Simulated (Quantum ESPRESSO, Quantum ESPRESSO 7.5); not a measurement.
## Work-function anisotropy of Nb

Aim: the work function of the low-index faces of Nb, their order, and how far the functional matters.

Calculated with Quantum ESPRESSO 7.5; plane-wave DFT, PBE, PseudoDojo norm-conserving pseudopotentials (geometry by pw.x at PBE, GBRV ultrasoft).

**What experiment says.**

“Anisotropic work function of elemental crystals” (2019, arxiv:1902.07811) quotes from earlier work for Nb (clean single-crystal faces): work function of (110) (clean (110) face) 4.63 eV; work function of (100) (clean (100) face) 3.97 eV; work function of (111) (clean (111) face) 4.08 eV.

### Step 1. Starting point

The cell holds 7 atoms: 7 Nb. Its edges and angles: a = 2.858 Å, b = 2.858 Å, c = 30.001 Å, α = 90.0°, β = 90.0°, γ = 70.5°. It derives from Nb. Vacuum lies along c.

### Step 2. Relaxing the ions of (110), PBE

The free layers are relaxed; atoms flagged 0 0 0 stay at their bulk places.

110.relax.in reads:

```
&control
  prefix = '110.relax'
  outdir = './out'
  pseudo_dir = './pseudo'
  nstep = 40
  forc_conv_thr = 0.001
  calculation = 'relax'
/
&system
  ibrav = 0
  nat = 7
  ntyp = 1
  ecutwfc = 40
  ecutrho = 200
  occupations = 'smearing'
  smearing = 'mv'
  degauss = 0.02
/
&electrons
  conv_thr = 1e-07
  mixing_beta = 0.4
  electron_maxstep = 120
  mixing_mode = 'local-TF'
/
&ions
/
ATOMIC_SPECIES
  Nb  92.9064  nb_pbe_v1.uspp.F.UPF
CELL_PARAMETERS angstrom
  2.33345237791561 -1.65000000000000 0.00000000000000
  2.33345237791561 1.65000000000000 0.00000000000000
  0.00000000000000 0.00000000000000 30.00071426749364
ATOMIC_POSITIONS crystal
  Nb  0.000000000000 0.000000000000 0.266660317773
  Nb  0.500000000000 0.500000000000 0.344440211849
  Nb  0.000000000000 0.000000000000 0.422220105924 0 0 0
  Nb  0.500000000000 0.500000000000 0.500000000000 0 0 0
  Nb  0.000000000000 0.000000000000 0.577779894076 0 0 0
  Nb  0.500000000000 0.500000000000 0.655559788151
  Nb  0.000000000000 0.000000000000 0.733339682227
K_POINTS automatic
  12 12 1 0 0 0
```

The run is started by

```
$ OMP_NUM_THREADS=1 mpirun -n 4 pw.x -nk 4 -in 110.relax.in > 110.relax.out
```

What it wrote:

```text
Program PWSCF v.7.5 starts
[citation notice left out]

     Parallel version (MPI & OpenMP), running on       4 processor cores
     Number of MPI processes:                 4
     Threads/MPI process:                     1

     MPI processes distributed on     1 nodes
[...]
Current dimensions of program PWSCF are:
     Max number of different atomic species (ntypx) = 10
     Max number of k-points (npk) =  40000
     Max angular momentum in pseudopotentials (lmaxx) =  4
     Message from routine setup:
     using ibrav=0 with symmetry is DISCOURAGED, use correct ibrav instead

     K-points division:     npool     =       4
     Subspace diagonalization in iterative solution of the eigenvalue problem:
     a serial algorithm will be used

     G-vector sticks info
     --------------------
     sticks:   dense  smooth     PW     G-vecs:    dense   smooth      PW
     Sum         437     345    117                74367    53325   10047

     Using Slab Decomposition

     bravais-lattice index     =            0
     lattice parameter (alat)  =       5.4006  a.u.
     unit-cell volume          =    1558.9819 (a.u.)^3
     number of atoms/cell      =            7
     number of atomic types    =            1
     number of electrons       =        91.00
     number of Kohn-Sham states=           55
     kinetic-energy cutoff     =      40.0000  Ry
     charge density cutoff     =     200.0000  Ry
     scf convergence threshold =      1.0E-07
     mixing beta               =       0.4000
     number of iterations used =            8  local-TF  mixing
     energy convergence thresh.=      1.0E-04
     force convergence thresh. =      1.0E-03
     Exchange-correlation= SLA  PW   PBE  PBE
                           (   1   4   3   4   0   0   0)
     nstep                     =           40

     celldm(1)=   5.400618  celldm(2)=   0.000000  celldm(3)=   0.000000
     celldm(4)=   0.000000  celldm(5)=   0.000000  celldm(6)=   0.000000

     crystal axes: (cart. coord. in units of alat)
               a(1) = (   0.816497  -0.577350   0.000000 )
               a(2) = (   0.816497   0.577350   0.000000 )
               a(3) = (   0.000000   0.000000  10.497528 )

     reciprocal axes: (cart. coord. in units 2 pi/alat)
               b(1) = (  0.612372 -0.866025  0.000000 )
               b(2) = (  0.612372  0.866025 -0.000000 )
               b(3) = ( -0.000000  0.000000  0.095261 )

     PseudoPot. # 1 for Nb read from file:
     ./pseudo/nb_pbe_v1.uspp.F.UPF
     Pseudo is Ultrasoft + core correction, Zval = 13.0
     Generated by new atomic code, or converted to UPF format
     Using radial grid of  887 points,  6 beta functions with:
                l(1) =   0
                l(2) =   0
                l(3) =   1
                l(4) =   1
                l(5) =   2
                l(6) =   2
     Q(r) pseudized with  6 coefficients,  rinner =    1.000   1.000   1.000
                                                       1.000   1.000

     atomic species   valence    mass     pseudopotential
     Nb               13.00    92.90640     Nb( 1.00)

      8 Sym. Ops., with inversion, found

   Cartesian axes

     site n.     atom                  positions (alat units)
         1        Nb     tau(   1) = (   0.0000000   0.0000000   2.7992740  )
         2        Nb     tau(   2) = (   0.8164966   0.0000000   3.6157706  )
         3        Nb     tau(   3) = (   0.0000000   0.0000000   4.4322672  )
         4        Nb     tau(   4) = (   0.8164966   0.0000000   5.2487638  )
         5        Nb     tau(   5) = (   0.0000000   0.0000000   6.0652604  )
         6        Nb     tau(   6) = (   0.8164966   0.0000000   6.8817569  )
         7        Nb     tau(   7) = (   0.0000000   0.0000000   7.6982535  )

     number of k points=    43  Marzari-Vanderbilt smearing, width (Ry)=  0.0200
                       cart. coord. in units 2pi/alat
        k(    1) = (   0.0000000   0.0000000   0.0000000), wk =   0.0138889
        k(    2) = (   0.0510310   0.0721688   0.0000000), wk =   0.0555556
        k(    3) = (   0.1020621   0.1443376   0.0000000), wk =   0.0555556
        k(    4) = (   0.1530931   0.2165064   0.0000000), wk =   0.0555556
        k(    5) = (   0.2041241   0.2886751   0.0000000), wk =   0.0555556
        k(    6) = (   0.2551552   0.3608439   0.0000000), wk =   0.0555556
        k(    7) = (  -0.3061862  -0.4330127   0.0000000), wk =   0.0277778
        k(    8) = (   0.1020621  -0.0000000   0.0000000), wk =   0.0277778
        k(    9) = (   0.1530931   0.0721688   0.0000000), wk =   0.0555556
        k(   10) = (   0.2041241   0.1443376   0.0000000), wk =   0.0555556
[...]
k(   43) = (  -0.6123724   0.0000000   0.0000000), wk =   0.0138889

     Dense  grid:    74367 G-vectors     FFT dimensions: (  25,  25, 256)

     Smooth grid:    53325 G-vectors     FFT dimensions: (  24,  24, 240)

     Estimated max dynamical RAM per process >     181.51 MB

     Estimated total dynamical RAM >     671.56 MB

     Check: negative core charge=   -0.000001

     Initial potential from superposition of free atoms

     starting charge      90.9809, renormalised to      91.0000

     negative rho (up, down):  3.106E-03 0.000E+00
     Starting wfcs are   91 randomized atomic wfcs

     total cpu time spent up to now is        3.8 secs

     per-process dynamical memory:   116.8 Mb

     Self-consistent Calculation

     iteration #  1     ecut=    40.00 Ry     beta= 0.40
     Davidson diagonalization with overlap
     ethr =  1.00E-02,  avg # of iterations =  2.0

     negative rho (up, down):  9.621E-04 0.000E+00

     total cpu time spent up to now is       10.3 secs

     total energy              =    -825.43867538 Ry
     estimated scf accuracy    <      11.15993961 Ry

     iteration #  2     ecut=    40.00 Ry     beta= 0.40
[...]
negative rho (up, down):  2.667E-04 0.000E+00

[...]
total energy              =    -825.37349707 Ry
     estimated scf accuracy    <       1.64396499 Ry

     iteration #  3     ecut=    40.00 Ry     beta= 0.40
[...]
negative rho (up, down):  6.454E-05 0.000E+00

[...]
total energy              =    -825.35952617 Ry
     estimated scf accuracy    <       0.17563091 Ry

     iteration #  4     ecut=    40.00 Ry     beta= 0.40
[...]
negative rho (up, down):  3.244E-05 0.000E+00

[...]
total energy              =    -825.37528343 Ry
[...]
Nb               0.5000000000        0.5000000000        0.5000000000    0   0   0
Nb               0.0000000000        0.0000000000        0.5777798941    0   0   0
Nb               0.5000000000        0.5000000000        0.6561107535
Nb               0.0000000000        0.0000000000        0.7328330750

[...]
NEW-OLD atomic charge density approx. for the potential

     Check: negative core charge=   -0.000001

     negative rho (up, down):  3.175E-03 0.000E+00

     total cpu time spent up to now is      158.7 secs

     per-process dynamical memory:   150.7 Mb

     Self-consistent Calculation

     iteration #  1     ecut=    40.00 Ry     beta= 0.40
     Davidson diagonalization with overlap
     ethr =  1.00E-06,  avg # of iterations =  5.4

     negative rho (up, down):  3.156E-03 0.000E+00

     total cpu time spent up to now is      171.4 secs

     total energy              =    -825.38064959 Ry
     estimated scf accuracy    <       0.00081037 Ry

[...]
iteration # 10     ecut=    40.00 Ry     beta= 0.40
[...]
negative rho (up, down):  3.175E-03 0.000E+00

[...]
End of self-consistent calculation

[...]
the Fermi energy is     7.8804 ev

!    total energy              =    -825.38162543 Ry
     estimated scf accuracy    <          2.8E-10 Ry
     smearing contrib. (-TS)   =       0.00371198 Ry
     internal energy E=F+TS    =    -825.38533741 Ry

     The total energy is F=E-TS. E is the sum of the following terms:
     one-electron contribution =   -7680.17290063 Ry
     hartree contribution      =    3854.96275222 Ry
     xc contribution           =    -128.91345983 Ry
     ewald contribution        =    3128.73827082 Ry

     convergence has been achieved in   8 iterations

     negative rho (up, down):  3.350E-03 0.000E+00

     Forces acting on atoms (cartesian axes, Ry/au):

     atom    1 type  1   force =     0.00000000    0.00000000    0.00153607
     atom    2 type  1   force =     0.00000000    0.00000000    0.00088929
     atom    3 type  1   force =     0.00000000    0.00000000   -0.00229803
     atom    4 type  1   force =     0.00000000    0.00000000    0.00000000
     atom    5 type  1   force =     0.00000000    0.00000000    0.00229803
     atom    6 type  1   force =     0.00000000    0.00000000   -0.00088929
     atom    7 type  1   force =     0.00000000    0.00000000   -0.00153607

     Total force =     0.002510     Total SCF correction =     0.000045
     Energy error            =      2.4E-05 Ry
     Gradient error          =      1.5E-03 Ry/Bohr

     number of scf cycles    =   8
     number of bfgs steps    =   7

     energy             old  =    -825.3816018933 Ry
     energy             new  =    -825.3816254323 Ry

     CASE: energy            _new < energy            _old

     new trust radius        =       0.0073195988 bohr
     new conv_thr            =       0.0000000010 Ry

ATOMIC_POSITIONS (crystal)
Nb               0.0000000000        0.0000000000        0.2683371451
Nb               0.5000000000        0.5000000000        0.3433417386
Nb               0.0000000000        0.0000000000        0.4222201059    0   0   0
Nb               0.5000000000        0.5000000000        0.5000000000    0   0   0
Nb               0.0000000000        0.0000000000        0.5777798941    0   0   0
Nb               0.5000000000        0.5000000000        0.6566582614
Nb               0.0000000000        0.0000000000        0.7316628549

[...]
NEW-OLD atomic charge density approx. for the potential

     Check: negative core charge=   -0.000001

     negative rho (up, down):  3.385E-03 0.000E+00

     total cpu time spent up to now is      572.7 secs

     per-process dynamical memory:   142.8 Mb

     Self-consistent Calculation

     iteration #  1     ecut=    40.00 Ry     beta= 0.40
     Davidson diagonalization with overlap
     ethr =  1.00E-06,  avg # of iterations =  4.1

     negative rho (up, down):  3.381E-03 0.000E+00

     total cpu time spent up to now is      582.9 secs

     total energy              =    -825.38165002 Ry
     estimated scf accuracy    <       0.00026143 Ry

[...]
iteration #  8     ecut=    40.00 Ry     beta= 0.40
[...]
negative rho (up, down):  3.385E-03 0.000E+00

[...]
End of self-consistent calculation

          k = 0.0000 0.0000 0.0000 (  6733 PWs)   bands (ev):

   -46.7267 -46.7267 -46.4664 -46.4377 -46.3733 -46.3279 -46.2490 -23.2139
   -23.1789 -22.9318 -22.6390 -22.3810 -22.3803 -22.3240 -22.1650 -22.1099
   -22.1098 -22.0912 -22.0856 -21.9772 -21.9048 -21.8762 -21.8539 -21.8539
   -21.8110 -21.8011 -21.8004 -21.7644   2.1216   2.5461   3.1837   3.8280
     4.1207   4.2237   4.2474   6.2260   6.3123   6.5938   7.0293   7.4347
     7.4811   7.4867   7.8438   7.9613   7.9941   8.1310   8.1780   8.3685
     8.5214   8.7155   9.2565   9.4217   9.8516  10.4554  10.5497

          k = 0.0510 0.0722 0.0000 (  6729 PWs)   bands (ev):

   -46.7172 -46.7172 -46.4554 -46.4285 -46.3659 -46.3218 -46.2441 -23.1909
   -23.1617 -22.9242 -22.6587 -22.4487 -22.4120 -22.3190 -22.1972 -22.1472
   -22.1465 -22.1128 -22.0972 -21.9884 -21.9625 -21.8882 -21.8850 -21.8594
   -21.8580 -21.8322 -21.8259 -21.7898   2.3319   2.7475   3.3780   4.0262
     4.3263   4.4294   4.4520   6.2782   6.3563   6.6237   7.0449   7.3251
     7.3643   7.5038   7.7593   7.7928   7.9453   8.0350   8.2203   8.2956
     8.4310   8.8775   8.9132   9.3571   9.6303  10.2983  10.3932

          k = 0.1021 0.1443 0.0000 (  6688 PWs)   bands (ev):

   -46.6912 -46.6912 -46.4248 -46.4031 -46.3453 -46.3056 -46.2311 -23.1299
   -23.1168 -22.9083 -22.7305 -22.6031 -22.5272 -22.3915 -22.3091 -22.2354
   -22.2144 -22.1813 -22.1566 -22.1003 -22.0570 -21.9669 -21.9377 -21.9217
   -21.9016 -21.8819 -21.8420 -21.8038   2.9116   3.2838   3.8655   4.4928
     4.8427   4.9506   4.9637   6.3887   6.4276   6.6274   7.0223   7.1098
     7.1137   7.3517   7.5122   7.5376   7.6767   7.7643   7.8871   8.1733
     8.4684   8.7749   8.7794   9.4103  10.0220  10.2456  10.3529

          k = 0.1531 0.2165 0.0000 (  6671 PWs)   bands (ev):

   -46.6553 -46.6553 -46.3814 -46.3673 -46.3167 -46.2843 -46.2151 -23.0725
   -23.0692 -22.9139 -22.8762 -22.7907 -22.7065 -22.5761 -22.4846 -22.4060
   -22.3588 -22.2427 -22.2324 -22.2123 -22.1128 -22.0462 -21.9923 -21.9460
   -21.9355 -21.8979 -21.8387 -21.8108   3.7060   3.9377   4.3384   4.7991
     5.1745   5.3945   5.4826   6.4536   6.5126   6.5458   6.7715   6.9932
     7.1732   7.2862   7.3323   7.3951   7.5327   7.5897   7.6545   7.6691
     7.6921   9.4970   9.5115  10.2336  10.2897  10.4777  10.4810

          k = 0.2041 0.2887 0.0000 (  6663 PWs)   bands (ev):

   -46.6189 -46.6189 -46.3354 -46.3294 -46.2867 -46.2647 -46.2026 -23.1173
   -23.1172 -23.0385 -23.0364 -22.8694 -22.8652 -22.7231 -22.6916 -22.5788
   -22.4330 -22.3254 -22.2909 -22.2289 -22.1410 -22.1017 -22.0724 -21.9525
   -21.9353 -21.8995 -21.8378 -21.8171   4.3510   4.4100   4.4852   4.7194
     5.0117   5.3185   5.5980   6.4208   6.4573   6.5213   6.6663   6.6814
     6.8328   7.0080   7.2183   7.4610   7.6398   7.8696   8.1735   8.2344
     8.4191  10.3141  10.3253  10.3375  10.5259  10.8155  10.9329

          k = 0.2552 0.3608 0.0000 (  6657 PWs)   bands (ev):

   -46.5921 -46.5921 -46.3000 -46.2993 -46.2614 -46.2528 -46.1981 -23.2515
   -23.2489 -23.1448 -23.1343 -23.0124 -22.9683 -22.8802 -22.6550 -22.6028
   -22.4305 -22.3743 -22.3309 -22.2438 -22.1857 -22.1386 -22.1368 -21.9455
   -21.9267 -21.9054 -21.8394 -21.8210   4.3314   4.3456   4.6066   4.6539
     5.0010   5.1294   5.4684   6.2879   6.3184   6.3640   6.4280   6.5438
     6.5583   6.6108   7.4427   7.8109   8.0524   8.5015   8.9728   9.1588
     9.5318  10.4994  10.6483  10.8545  10.9202  10.9510  11.0851

[...]
-22.1859 -22.1491 -22.1141 -22.0027 -
[key lines of the parts left out:]
total energy              =    -825.38165595 Ry
```

The job ended after 13 min (4 MPI ranks of Arm Neoverse V2, shared host; peak memory 0.83 GiB).

Step by step:

```tsv
step	energy less that of the first step (eV)	largest force (eV/Å)
1	0.0000	0.3824
2	-0.0099	0.3115
3	-0.0190	0.2399
4	-0.0282	0.1457
5	-0.0315	0.0534
6	-0.0317	0.0419
7	-0.0319	0.0395
8	-0.0322	0.0395
9	-0.0326	0.0356
10	-0.0330	0.0264
11	-0.0333	0.0077
```

The atoms that moved most (Å):

```tsv
atom	dx	dy	dz	length
Nb7	0.000	0.000	-0.065	0.065
Nb1	0.000	0.000	0.065	0.065
Nb6	0.000	0.000	0.023	0.023
Nb2	0.000	0.000	-0.023	0.023
```

The relaxation lowers the energy by 5 meV an atom. On the free atoms the largest force ends at 0.008 eV/Å.

Numbers from this step:

| Property | Result |
| --- | --- |
| free energy | -11229.8902 eV |
| Fermi energy | 7.877 eV |

[end of part 1 of 6]

[Logs are printed without paths, hosts, clocks, repeated set-up lines and the standing remarks that a program may print on its own settings, such as how far it seeks lower states.]

[Hosts, paths, dates, database ids (printed as entryN), source tags and the programs' standing remarks are cut or masked in the printed files.]

[Maps of the electrostatic potential energy from Ansatz leave out the sawtooth potential of an applied field or a dipole correction, so their vacuum need not be flat; planar profiles and work functions include it.]
